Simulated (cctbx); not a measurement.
# Accept or mend?

Cell a = 3.7990 Å, b = 3.7990 Å, c = 15.8560 Å, α = 90.00°, β = 90.00°, γ = 90.00°; space group P4/mmm (no. 123). The compound is DyCd2Cu3Pb2O8.

The data are simulated with cctbx, not measured: Mo Kα, λ = 0.71073 Å, to d = 0.84 Å, 80 % of the full sphere, strongest reflection 40000 counts, noise from counting, a 2 % proportional error and a noise floor of 15 counts (s.d.); no absorption.

An anisotropic refinement with weights 1/σ² prints:

```text
Rint 0.021, 172 unique reflections to 0.84 A
cycle     R1     wR2    GooF  max shift (A)
   1  0.1088  0.2178  13.162   0.03419
   3  0.0573  0.1133   6.847   0.00026
final R1 0.0573 wR2 0.1133 GooF 6.847  parameters 23  data/parameter 7.5
atom        x        y        z      Ueq    occ   su(xyz)  su(Uiso or U11)
Pb1    0.50000  0.50000  0.61294   0.0411  1.000  0.00018  0.0011
Dy1    0.00000  0.00000  0.00000   0.0143  1.000  0.00000  0.0011
Cd1    0.00000  0.00000  0.22149   0.0192  1.000  0.00026  0.0013
Sc1    0.50000  0.50000  0.10703   0.0001  1.000  0.00044  0.0021  NPD
Cu1    0.00000  0.00000  0.50000   0.0318  1.000  0.00000  0.0033
O1     0.00000  0.00000  0.61204   0.0442  1.000  0.00316  0.0155
O2     0.50000  0.50000  0.24741   0.0318  1.000  0.00238  0.0157
O3     0.50000  0.00000  0.90988   0.0486  1.000  0.00202  0.0141
difference map: max 7.22 min -1.44 rms 0.67
Q1    0.5000  0.5000  0.1290    2    7.37  0.35 A from Sc1
Q2    0.5000  0.5000  0.0833    2    5.47  0.38 A from Sc1
Q3    0.0000  0.0000  0.5000    1    2.40  0.00 A from Cu1
Q4    0.0000  0.0000  0.2350    2    1.86  0.21 A from Cd1
Q5    0.0000  0.0000  0.0215    2    1.77  0.34 A from Dy1
Q6    0.0000  0.0000  0.1767    2    1.33  0.71 A from Cd1
```

Q: Accept it or mend it, and why?

Mend it. The fault: wrong element: Sc1 is Cu. Against the right model at the same level, R1 goes from 0.0081 to 0.0573 and GooF from 0.86 to 6.85, U of Sc1 shrinks from 0.0273 to the program's floor, the top difference peak, 7.4 e/Å³, lies 0.35 Å from Sc1 and Sc1 goes non-positive-definite. Sc1 has 8 electrons too few and its U shrinks to make up, as expected.

The compound is DyCd2Cu3Pb2O8. The right model at the same level gives:

```text
Rint 0.021, 172 unique reflections to 0.84 A
cycle     R1     wR2    GooF  max shift (A)
   1  0.0491  0.0949   5.737   0.05334
   2  0.0081  0.0142   0.859   0.00008
final R1 0.0081 wR2 0.0142 GooF 0.859  parameters 23  data/parameter 7.5
atom        x        y        z      Ueq    occ   su(xyz)  su(Uiso or U11)
Pb1    0.50000  0.50000  0.61296   0.0418  1.000  0.00002  0.0001
Dy1    0.00000  0.00000  0.00000   0.0149  1.000  0.00000  0.0001
Cd1    0.00000  0.00000  0.22142   0.0195  1.000  0.00003  0.0002
Cu1    0.50000  0.50000  0.10749   0.0273  1.000  0.00006  0.0003
Cu2    0.00000  0.00000  0.50000   0.0310  1.000  0.00000  0.0004
O1     0.00000  0.00000  0.61575   0.0473  1.000  0.00039  0.0021
O2     0.50000  0.50000  0.25070   0.0394  1.000  0.00032  0.0021
O3     0.50000  0.00000  0.91210   0.0441  1.000  0.00025  0.0017
difference map: max 1.08 min -0.72 rms 0.13
Q1    0.5000  0.5000  0.0000    1    1.08  1.70 A from Cu1
Q2    0.0000  0.0000  0.1634    2    0.80  0.92 A from Cd1
Q3    0.1543  0.1543  0.5000    4    0.51  0.83 A from Cu2
Q4    0.0000  0.5000  0.4540    4    0.44  2.03 A from Cu2
Q5    0.5000  0.5000  0.0609    2    0.43  0.74 A from Cu1
Q6    0.1246  0.1246  0.3633    8    0.35  0.75 A from O1
```

Isotropic U is held between 0.0001 and 1 Å² by the program, and listed peak heights are interpolated, so they can pass the grid's maximum.

This is a model crystal, built by substitution and not relaxed, with assumed displacement parameters.

[Middle refinement cycles are left out of these outputs.]

[Logs are printed without paths, hosts, clocks, repeated set-up lines and the standing remarks that a program may print on its own settings, such as how far it seeks lower states.]
